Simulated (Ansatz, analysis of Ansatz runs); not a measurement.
## VSeO4 (P2_1/c): a line between two V sites for an added hole

Aim: the energy barrier that a trapped hole meets when it moves from one V atom to another one nearby in VSeO4 (P2_1/c). The model is a cell of 48 host atoms.

Method: plane-wave PAW DFT, PBEsol+U; relaxation of all atoms of a supercell at fixed charge in a uniform background, in Ansatz 0.2.0.

## Step 1: The starting structure

The cell holds 48 atoms: 8 V, 8 Se and 32 O. Cell: a = 7.749 Å, b = 9.866 Å, c = 8.021 Å, α = 90.0°, β = 99.4°, γ = 90.0°. It derives from VSeO4 (space group P2_1/c). Nearest the centre at fractional (0.243, 0.504, 0.196): O18 at 0.33 Å, V26 at 1.94 Å, V2 at 1.94 Å, O14 at 2.44 Å, O10 at 2.54 Å, O22 at 2.59 Å, O36 at 2.62 Å, O12 at 2.96 Å.

Hubbard terms: V d 4.5 eV. They were chosen, not fitted, to curb self-interaction in the shells named, the trial site's among them. The two sites are V2 and V26. The cell's shortest repeat is 7.7 Å. The host's moments were started antiferromagnetic in the unit cell, high spin; both sites carry the same spin direction.

## Step 2: The cell without the carrier

The neutral cell is relaxed first, from small random displacements, so that bond lengths and moments with the carrier can be set beside those of a relaxed cell without it.

Input file neutral.relax/input.yaml:

```yaml
crystal:
  lattice:
    - [7.74871546, 0.0, -0.02697048]
    - [0.0, 9.8656664, 0.0]
    - [-1.28264841, 0.0, 7.91796541]
  atoms:
    - { symbol: V, position: [0.007253, 0.004385, 0.303839], spin: 1.0 }
    - { symbol: V, position: [0.492747, 0.504385, 0.196161], spin: 1.0 }
    - { symbol: V, position: [0.492747, 0.995615, 0.696162], spin: -1.0 }
    - { symbol: V, position: [0.007253, 0.495615, 0.803838], spin: -1.0 }
    - { symbol: Se, position: [0.095742, 0.790743, 0.035155] }
    - { symbol: Se, position: [0.404258, 0.290743, 0.464845] }
    - { symbol: Se, position: [0.404258, 0.209257, 0.964845] }
    - { symbol: Se, position: [0.095742, 0.709257, 0.535155] }
    - { symbol: O, position: [0.489977, 0.871176, 0.496764] }
    - { symbol: O, position: [0.010023, 0.371176, 0.003236] }
    - { symbol: O, position: [0.010023, 0.128824, 0.503236] }
    - { symbol: O, position: [0.489977, 0.628824, 0.996764] }
    - { symbol: O, position: [0.431998, 0.166775, 0.173957] }
    - { symbol: O, position: [0.068002, 0.666775, 0.326043] }
    - { symbol: O, position: [0.068002, 0.833225, 0.826043] }
    - { symbol: O, position: [0.431998, 0.333225, 0.673957] }
    - { symbol: O, position: [0.217412, 0.992752, 0.30208] }
    - { symbol: O, position: [0.282588, 0.492752, 0.19792] }
    - { symbol: O, position: [0.282588, 0.007248, 0.69792] }
    - { symbol: O, position: [0.217412, 0.507248, 0.80208] }
    - { symbol: O, position: [0.436601, 0.885783, 0.100938] }
    - { symbol: O, position: [0.063399, 0.385783, 0.399062] }
    - { symbol: O, position: [0.063399, 0.114217, 0.899062] }
    - { symbol: O, position: [0.436601, 0.614217, 0.600938] }
    - { symbol: V, position: [0.507253, 0.004385, 0.303839], spin: 1.0 }
    - { symbol: V, position: [0.992747, 0.504385, 0.196161], spin: 1.0 }
    - { symbol: V, position: [0.992747, 0.995615, 0.696162], spin: -1.0 }
    - { symbol: V, position: [0.507253, 0.495615, 0.803838], spin: -1.0 }
    - { symbol: Se, position: [0.595742, 0.790743, 0.035155] }
    - { symbol: Se, position: [0.904258, 0.290743, 0.464845] }
    - { symbol: Se, position: [0.904258, 0.209257, 0.964845] }
    - { symbol: Se, position: [0.595742, 0.709257, 0.535155] }
    - { symbol: O, position: [0.989977, 0.871176, 0.496764] }
    - { symbol: O, position: [0.510023, 0.371176, 0.003236] }
    - { symbol: O, position: [0.510023, 0.128824, 0.503236] }
    - { symbol: O, position: [0.989977, 0.628824, 0.996764] }
    - { symbol: O, position: [0.931998, 0.166775, 0.173957] }
    - { symbol: O, position: [0.568002, 0.666775, 0.326043] }
    - { symbol: O, position: [0.568002, 0.833225, 0.826043] }
    - { symbol: O, position: [0.931998, 0.333225, 0.673957] }
    - { symbol: O, position: [0.717412, 0.992752, 0.30208] }
    - { symbol: O, position: [0.782588, 0.492752, 0.19792] }
    - { symbol: O, position: [0.782588, 0.007248, 0.69792] }
    - { symbol: O, position: [0.717412, 0.507248, 0.80208] }
    - { symbol: O, position: [0.936601, 0.885783, 0.100938] }
    - { symbol: O, position: [0.563399, 0.385783, 0.399062] }
    - { symbol: O, position: [0.563399, 0.114217, 0.899062] }
    - { symbol: O, position: [0.936601, 0.614217, 0.600938] }
basis:
  ecutwfc: 420
  xc_grid: 2
hamiltonian:
  xc: pbesol
  hubbard: { sites: [{ species: V, l: d, u_eff: 4.5 }] }
kpoints:
  mp_grid: { grid: [1, 1, 1] }
magnetization:
  spin_polarized: true
  initial_magnetization: 0
  spin_locking: { lock_magnetization: hard }
scf:
  occupations: { method: fermi_dirac, width: 0.01 }
  max_iter: 120
  lower_state_search: "off"
output:
  forces: true
relax:
  f_tol: 0.02
  max_steps: 70
  random_displacement: { amplitude: 0.04, seed: 8312 }
checkpoint:
  write: "../neutral.relax.run"
  compress: false
  write_wavefunctions: true
  write_every: 100000
```

The run is started by

```
ansatz run input.yaml --threads 4 --pin off --max-ram 9420MiB --backend cpu --events-out ev --progress --plain --runs-dir out
```

Numbers of over 12 decimals in the logs are rounded to 6 here.

Log:

```text
[... repeated set-up lines and file paths are left out, and long positions are rounded to six places ...]
V: projections on atomic orbitals take those of the free atom [Ne] 3s2 3p6 3d3 4s2, of charge +0.00 (hamiltonian.pseudopotentials.projection_atoms); the dataset's partial waves leave at most 5.8e-7 of an orbital's norm unspanned inside its sphere
Se: projections on atomic orbitals take those of the free atom [Ar] 3d10 4s2 4p4, of charge +0.00 (hamiltonian.pseudopotentials.projection_atoms); the dataset's partial waves leave at most 2.3e-6 of an orbital's norm unspanned inside its sphere
O: projections on atomic orbitals take those of the free atom [He] 2s2 2p4, of charge +0.00 (hamiltonian.pseudopotentials.projection_atoms); the dataset's partial waves leave at most 1.9e-8 of an orbital's norm unspanned inside its sphere
Engine: ansatz 0.2.0, aarch64-unknown-linux-gnu
Pseudopotentials: kind: paw
Pseudopotential: V, paw, valence charge 13, recommended cutoff 420 eV (normal), V.paw.azcp
Pseudopotential: Se, paw, valence charge 16, recommended cutoff 420 eV (normal), Se.paw.azcp
Pseudopotential: O, paw, valence charge 6, recommended cutoff 420 eV (normal), O.paw.azcp
Functional definition: PBEsol
  exchange = pbesol_x
  correlation = pbesol_c
Crystal: 48 atoms, lattice volume = 604.957 Å³
Basis set: ecut = 420 eV, 11803 PW (Γ), exchange–correlation on 108×144×108 points (8 copies of the dense FFT grid, shifted against one another)
Bands: 260, of which v1, the nominal top of the filled ones, is band 212 counted from 1 (211 counted from 0)
Symmetry: 1 space group operations
k-points: 1
[...]
atom  22  O     -0.00496194    -0.00534669    -0.00316434
  [... 3 atoms left out ...]
  atom  26  V      0.00792942     0.00929472    -0.00171220
  [... 9 atoms left out ...]
  atom  36  O     -0.00003379    -0.00706926     0.00246358
  [... 1 atom left out ...]
  atom  38  O     -0.00308391    -0.00813397    -0.00148469
  [... 7 atoms left out ...]
  atom  46  O     -0.00613336    -0.00318605    -0.00859587
  [... 2 atoms left out ...]
  max |Σ_I F_I| component: 7.05e-5 eV/Å
--- Band table (eV) ---
  k-point 0 ↑: bands = ["-58.2260", "-58.2234", "-58.2232", "-58.2214", [... 252 left out ...] "12.4383", "12.5402", "12.5494", "12.6394"]
  k-point 0 ↓: bands = ["-58.2268", "-58.2234", "-58.2227", "-58.2214", [... 252 left out ...] "12.4387", "12.5401", "12.5492", "12.6396"]
Occupation matrices written to <dir>
--- Relaxed structure (6 steps of the walk, 6 accepted, 0 SCFs on fresh bases) ---
  F+E_penalty+E_count = -84385.59159594 eV   max|allowed force component| = 1.708e-2 eV/Å
  atoms:
    - { symbol: V, position: [0.009056, 0.005295, 0.303950] }
    - { symbol: V, position: [0.492086, 0.505426, 0.195254] }
    [... 7 atoms left out ...]
    - { symbol: O, position: [0.011765, 0.371847, 0.000894] }
    [... 1 atom left out ...]
    - { symbol: O, position: [0.489045, 0.628509, 0.998303] }
    [... 1 atom left out ...]
    - { symbol: O, position: [0.064439, 0.668469, 0.322718] }
    [... 3 atoms left out ...]
    - { symbol: O, position: [0.284660, 0.478427, 0.199828] }
    [... 3 atoms left out ...]
    - { symbol: O, position: [0.066780, 0.388749, 0.404390] }
    [... 3 atoms left out ...]
    - { symbol: V, position: [0.992205, 0.505439, 0.195461] }
    [... 9 atoms left out ...]
    - { symbol: O, position: [0.989715, 0.628406, 0.998560] }
    [... 1 atom left out ...]
    - { symbol: O, position: [0.563511, 0.668594, 0.322330] }
    [... 7 atoms left out ...]
    - { symbol: O, position: [0.567123, 0.388878, 0.404328] }
    [... 2 atoms left out ...]
[key lines of the parts left out:]
SCF converged after 3 iterations
Magnetization: 0.0000 μB (212.0000 up, 212.0000 down)
Free energy (F): -84385.591596 eV
Fermi energy:    7.761424 (↑ 7.761389, ↓ 7.761459) eV
```

Wall time 58 s (4 threads of Arm Neoverse V1, shared host); peak memory 1.3 GiB; 3.7 min of CPU time.

The largest displacement from an ideal site is 0.145 Å.

## Step 3: The hole on the first site

The nearest neighbour or neighbours of the site start displaced and the site's starting moment is changed by the carrier's spin, since a carrier doesn't trap itself in the undistorted lattice.

Input file A.relax/input.yaml:

```yaml
crystal:
  lattice:
    - [7.74871546, 0.0, -0.02697048]
    - [0.0, 9.8656664, 0.0]
    - [-1.28264841, 0.0, 7.91796541]
  atoms:
    - { symbol: V, position: [0.009056, 0.005295, 0.30395], spin: 1.0 }
    - { symbol: V, position: [0.492086, 0.505426, 0.195254] }
    - { symbol: V, position: [0.492224, 0.994945, 0.695381], spin: -1.0 }
    - { symbol: V, position: [0.008994, 0.494822, 0.803761], spin: -1.0 }
    - { symbol: Se, position: [0.093792, 0.792734, 0.033349] }
    - { symbol: Se, position: [0.407395, 0.29279, 0.465837] }
    - { symbol: Se, position: [0.407333, 0.207794, 0.965755] }
    - { symbol: Se, position: [0.094103, 0.707732, 0.533581] }
    - { symbol: O, position: [0.489149, 0.871839, 0.498423] }
    - { symbol: O, position: [0.011765, 0.371847, 0.000894] }
    - { symbol: O, position: [0.012208, 0.128414, 0.500913] }
    - { symbol: O, position: [0.489045, 0.628509, 0.998303] }
    - { symbol: O, position: [0.437205, 0.168564, 0.176633] }
    - { symbol: O, position: [0.064439, 0.668469, 0.322718] }
    - { symbol: O, position: [0.063272, 0.831789, 0.822391] }
    - { symbol: O, position: [0.437977, 0.331808, 0.676795] }
    - { symbol: O, position: [0.216481, 0.978459, 0.299129] }
    - { symbol: O, position: [0.297573, 0.479035, 0.199872] }
    - { symbol: O, position: [0.284747, 0.021522, 0.700128] }
    - { symbol: O, position: [0.216523, 0.52126, 0.799091] }
    - { symbol: O, position: [0.434316, 0.888916, 0.094541] }
    - { symbol: O, position: [0.06678, 0.388749, 0.40439] }
    - { symbol: O, position: [0.066621, 0.111402, 0.90447] }
    - { symbol: O, position: [0.434274, 0.611434, 0.59486] }
    - { symbol: V, position: [0.508805, 0.005402, 0.303687], spin: 1.0 }
    - { symbol: V, position: [0.992205, 0.505439, 0.195461], spin: 1.0 }
    - { symbol: V, position: [0.991814, 0.994924, 0.695308], spin: -1.0 }
    - { symbol: V, position: [0.509244, 0.495008, 0.803893], spin: -1.0 }
    - { symbol: Se, position: [0.593948, 0.792616, 0.033313] }
    - { symbol: Se, position: [0.90726, 0.292423, 0.465823] }
    - { symbol: Se, position: [0.907102, 0.207712, 0.966007] }
    - { symbol: Se, position: [0.593785, 0.707717, 0.53323] }
    - { symbol: O, position: [0.989258, 0.871841, 0.49847] }
    - { symbol: O, position: [0.512073, 0.371918, 0.000772] }
    - { symbol: O, position: [0.511366, 0.128464, 0.500585] }
    - { symbol: O, position: [0.989715, 0.628406, 0.99856] }
    - { symbol: O, position: [0.93715, 0.16842, 0.176876] }
    - { symbol: O, position: [0.559691, 0.660282, 0.315623] }
    - { symbol: O, position: [0.564125, 0.831785, 0.822448] }
    - { symbol: O, position: [0.937139, 0.331782, 0.676659] }
    - { symbol: O, position: [0.716356, 0.978548, 0.29954] }
    - { symbol: O, position: [0.784681, 0.47894, 0.200085] }
    - { symbol: O, position: [0.784298, 0.021931, 0.699532] }
    - { symbol: O, position: [0.716747, 0.522017, 0.799586] }
    - { symbol: O, position: [0.934095, 0.888815, 0.094917] }
    - { symbol: O, position: [0.567123, 0.388878, 0.404328] }
    - { symbol: O, position: [0.566992, 0.111543, 0.904428] }
    - { symbol: O, position: [0.934463, 0.61145, 0.594817] }
total_charge: 1
basis:
  ecutwfc: 420
  xc_grid: 2
hamiltonian:
  xc: pbesol
  hubbard: { sites: [{ species: V, l: d, u_eff: 4.5 }] }
kpoints:
  mp_grid: { grid: [1, 1, 1] }
magnetization:
  spin_polarized: true
  initial_magnetization: -1
  spin_locking: { lock_magnetization: hard }
scf:
  occupations: { method: fermi_dirac, width: 0.01 }
  max_iter: 120
  lower_state_search: "off"
output:
  forces: true
relax:
  f_tol: 0.015
  max_steps: 70
  escape_saddle: false
checkpoint:
  write: "../A.relax.run"
  compress: false
  write_wavefunctions: true
  write_every: 100000
```

Log:

```text
[...]
Crystal: 48 atoms, lattice volume = 604.957 Å³
Basis set: ecut = 420 eV, 11803 PW (Γ), exchange–correlation on 108×144×108 points (8 copies of the dense FFT grid, shifted against one another)
Bands: 260, of which v1, the nominal top of the filled ones, is band 212 counted from 1 (211 counted from 0)
Symmetry: 1 space group operations
[...]
k-points: 1
[...]
Starting moments: Σ|m| = 7 μB on 7 of 48 sites
[...]
SCF iter   1: F=—  HF=-84415.856281 eV  |F-HF|=—  |Δ(HF+E_count)|=         —  Δρ=7.59e-2 (↑7.27e-2 ↓7.59e-2)  dr2=2.34e2  dr2_m=2.68e0  M=-1.000 μB ∫|m|=12.437 μB  β_m=0.30  ethr=3.10e-3  ⟨swp⟩=6.0  Hψ=1737  notcnv=0  defer=21
[...]
SCF iter  15: F=-84392.119944 eV  HF=-84392.119944 eV  |F-HF|=2.71e-7  |Δ(HF+E_count)|=   3.13e-6  Δρ=1.28e-5 (↑1.28e-5 ↓1.06e-5)  dr2=1.92e-6  dr2_m=2.66e-7  M=-1.000 μB ∫|m|=9.735 μB  ethr=1.33e-9  ⟨swp⟩=3.0  Hψ=1362  notcnv=0
SCF 1 converged in 15 iterations: F = -84392.119944 eV  dr2 = 1.92e-6
[...]
relax step   1: F+E_penalty+E_count = -84392.11994377 eV  Δ(F+E_penalty+E_count) = +0.000e0 eV  max|allowed force component| = 4.287e0 eV/Å  Δτ_max = 0.0000 Å  (15 SCF iters, dr2 threshold 5.63e-6 eV, accepted)
[...]
relax step   2: F+E_penalty+E_count = -84392.39492637 eV  Δ(F+E_penalty+E_count) = -2.750e-1 eV  max|allowed force component| = 1.985e0 eV/Å  Δτ_max = 0.0610 Å  (7 SCF iters, dr2 threshold 1.00e-4 eV, accepted)
relax step   3: F+E_penalty+E_count = -84392.49438813 eV  Δ(F+E_penalty+E_count) = -9.946e-2 eV  max|allowed force component| = 2.753e-1 eV/Å  Δτ_max = 0.0575 Å  (7 SCF iters, dr2 threshold 1.00e-4 eV, accepted)
relax step   4: F+E_penalty+E_count = -84392.50860435 eV  Δ(F+E_penalty+E_count) = -1.422e-2 eV  max|allowed force component| = 1.709e-1 eV/Å  Δτ_max = 0.0214 Å  (9 SCF iters, dr2 threshold 4.74e-6 eV, accepted)
relax step   5: F+E_penalty+E_count = -84392.51538494 eV  Δ(F+E_penalty+E_count) = -6.781e-3 eV  max|allowed force component| = 1.374e-1 eV/Å  Δτ_max = 0.0149 Å  (9 SCF iters, dr2 threshold 1.82e-6 eV, accepted)
relax step   6: F+E_penalty+E_count = -84392.51877250 eV  Δ(F+E_penalty+E_count) = -3.388e-3 eV  max|allowed force component| = 6.217e-2 eV/Å  Δτ_max = 0.0140 Å  (9 SCF iters, dr2 threshold 7.28e-6 eV, accepted)
relax step   7: F+E_penalty+E_count = -84392.51984650 eV  Δ(F+E_penalty+E_count) = -1.074e-3 eV  max|allowed force component| = 1.955e-2 eV/Å  Δτ_max = 0.0065 Å  (10 SCF iters, dr2 threshold 7.91e-7 eV, accepted)
relax step   8: F+E_penalty+E_count = -84392.52025086 eV  Δ(F+E_penalty+E_count) = -4.044e-4 eV  max|allowed force component| = 1.819e-2 eV/Å  Δτ_max = 0.0073 Å  (12 SCF iters, accepted)
relax step   9: F+E_penalty+E_count = -84392.51797236 eV  Δ(F+E_penalty+E_count) = +2.279e-3 eV  max|allowed force component| = 7.545e-2 eV/Å  Δτ_max = 0.0245 Å  (12 SCF iters, rejected (line search))
SCF iter   1: F=—  HF=-84392.520942 eV  |F-HF|=—  |Δ(HF+E_count)|=         —  Δρ=1.01e-3 (↑9.97e-4 ↓1.01e-3)  dr2=1.15e-2  dr2_m=8.88e-4  M=-1.000 μB ∫|m|=9.719 μB  β_m=0.30  ethr=2.21e-5  ⟨swp⟩=5.5  Hψ=1304  notcnv=0  defer=88
[...]
SCF iter  12: F=-84392.520463 eV  HF=-84392.520463 eV  |F-HF|=2.62e-10  |Δ(HF+E_count)|=   6.94e-8  Δρ=1.88e-6 (↑1.88e-6 ↓1.68e-6)  dr2=6.00e-8  dr2_m=3.67e-9  M=-1.000 μB ∫|m|=9.718 μB  ethr=2.36e-11  ⟨swp⟩=2.0  Hψ=1376  notcnv=0
SCF 10 converged in 12 iterations: F = -84392.520463 eV  dr2 = 6.00e-8
relax step  10: F+E_penalty+E_count = -84392.52046318 eV  Δ(F+E_penalty+E_count) = -2.123e-4 eV  max|allowed force component| = 8.221e-3 eV/Å  Δτ_max = 0.0064 Å  (12 SCF iters, accepted)
NSCF: frozen V_eff on 1 k-points
[...]
SCF converged after 12 iterations
Stability checked in part: among states of this total moment the steps that led to this state did not find it unstable. No probe was made; neither looks for a lower state of another moment (fixed_total_moment; see scf.lower_state_search)
Magnetization: -1.0000 μB (211.0000 up, 212.0000 down)
Absolute magnetization: 9.7322 μB (∫|ρ↑−ρ↓|, with the PAW one-centre terms)
[...]
Per-site moments (μB) at R_I (Å): [(0.744634, 0.675040), (-0.00950299, 0.662787), (-0.750213, 0.672017), [... 45 left out ...]
Free energy (F): -84392.520463 eV
[...]
Internal energy: -84392.520463 eV  (E = F + TS)
E sigma→0 (E₀):  -84392.520463 eV
Fermi energy:    7.386673 (↑ 7.394745, ↓ 7.384966) eV
[...]
--- Forces (eV/Å), atoms counted from 1 ---
  atom   1  V      0.00078047     0.00075628     0.00101879
  atom   2  V      0.00293019     0.00434633    -0.00776120
  [... 7 atoms left out ...]
  atom  10  O     -0.00091707     0.00058540    -0.00023436
  [... 1 atom left out ...]
  atom  12  O     -0.00182152    -0.00075883     0.00035513
  [... 1 atom left out ...]
  atom  14  O     -0.00201635    -0.00007005     0.00127648
  [... 3 atoms left out ...]
  atom  18  O     -0.00595873    -0.00124430     0.00062165
  [... 3 atoms left out ...]
  atom  22  O      0.00092856    -0.00087098     0.00214812
  [... 3 atoms left out ...]
  atom  26  V      0.00417130     0.00057439    -0.00365366
  [... 9 atoms left out ...]
  atom  36  O      0.00216552    -0.00067437    -0.00028473
  [... 1 atom left out ...]
  atom  38  O      0.00167019     0.00317343     0.00196108
  [... 7 atoms left out ...]
  atom  46  O      0.00287829     0.00081499     0.00203299
  [... 2 atoms left out ...]
  max |Σ_I F_I| component: 2.17e-6 eV/Å
--- Band table (eV) ---
[...]
Occupation matrices written to <dir>
--- Relaxed structure (10 steps of the walk, 9 accepted, 0 SCFs on fresh bases) ---
  F+E_penalty+E_count = -84392.52046318 eV   max|allowed force component| = 8.221e-3 eV/Å
  atoms:
    - { symbol: V, position: [0.011102, 0.004835, 0.304425] }
    - { symbol: V, position: [0.499166, 0.503345, 0.200986] }
    [... 7 atoms left out ...]
    - { symbol: O, position: [0.014640, 0.373326, 0.003366] }
    [... 1 atom left out ...]
    - { symbol: O, position: [0.492745, 0.624613, 1.004773] }
    [... 1 atom left out ...]
    - { symbol: O, position: [0.062854, 0.666894, 0.321939] }
    [... 3 atoms left out ...]
    - { symbol: O, position: [0.294067, 0.478821, 0.200344] }
    [... 3 atoms left out ...]
    - { symbol: O, position: [0.065478, 0.390004, 0.401980] }
    [... 3 atoms left out ...]
    - { symbol: V, position: [0.985194, 0.505856, 0.195028] }
    [... 9 atoms left out ...]
    - { symbol: O, position: [0.991145, 0.627790, 0.999724] }
    [... 1 atom left out ...]
    - { symbol: O, position: [0.560766, 0.662066, 0.318904] }
    [... 7 atoms left out ...]
    - { symbol: O, position: [0.564715, 0.389010, 0.388990] }
    [... 2 atoms left out ...]
```

The job ended after 1.7 min (4 threads; peak memory 1.3 GiB; 6.5 min of CPU time).

The steps of the relaxation:

| step | energy less that of the first step (eV) | largest force component (eV/Å) |
| --- | --- | --- |
| 1 | 0.0000 | 4.2865 |
| 2 | -0.2750 | 1.9852 |
| 3 | -0.3744 | 0.2753 |
| 4 | -0.3887 | 0.1709 |
| 5 | -0.3954 | 0.1374 |
| 6 | -0.3988 | 0.0622 |
| 7 | -0.3999 | 0.0195 |
| 8 | -0.4003 | 0.0182 |
| 9 | -0.3980 | 0.0755 |
| 10 | -0.4005 | 0.0082 |

Relaxation step 9 was tried and not accepted.

The atoms that moved most (Å):

| atom | dx | dy | dz | length |
| --- | --- | --- | --- | --- |
| O46 | 0.001 | 0.001 | -0.121 | 0.121 |
| O13 | -0.079 | -0.007 | -0.017 | 0.082 |
| O16 | 0.057 | 0.015 | -0.036 | 0.069 |
| V2 | 0.048 | -0.021 | 0.045 | 0.069 |
| O12 | 0.020 | -0.038 | 0.051 | 0.067 |
| O34 | -0.030 | 0.037 | 0.031 | 0.057 |
| V26 | -0.054 | 0.004 | -0.003 | 0.054 |
| O42 | -0.048 | -0.004 | -0.017 | 0.052 |

The moves above count from the input, in which the site's nearest neighbours were already displaced; the distances below compare with the cell without the carrier.

Distances from V2 without and with the hole:

| atom | without (Å) | with (Å) |
| --- | --- | --- |
| O18 | 1.64 | 1.61 |
| O38 | 1.94 | 1.85 |
| O46 | 2.04 | 1.89 |
| O12 | 1.99 | 1.97 |
| O34 | 2.07 | 2.03 |

The largest changes of the moments are -0.75 μB on V2, 0.12 μB on O18 and 0.01 μB on O12. The largest part sits on the chosen site.

(Part 1 of 2 ends here.)

[Logs are printed without paths, hosts, clocks, repeated set-up lines and the standing remarks that a program may print on its own settings, such as how far it seeks lower states.]

[Hosts, paths, dates, database ids (printed as entryN), source tags and the programs' standing remarks are cut or masked in the printed files.]
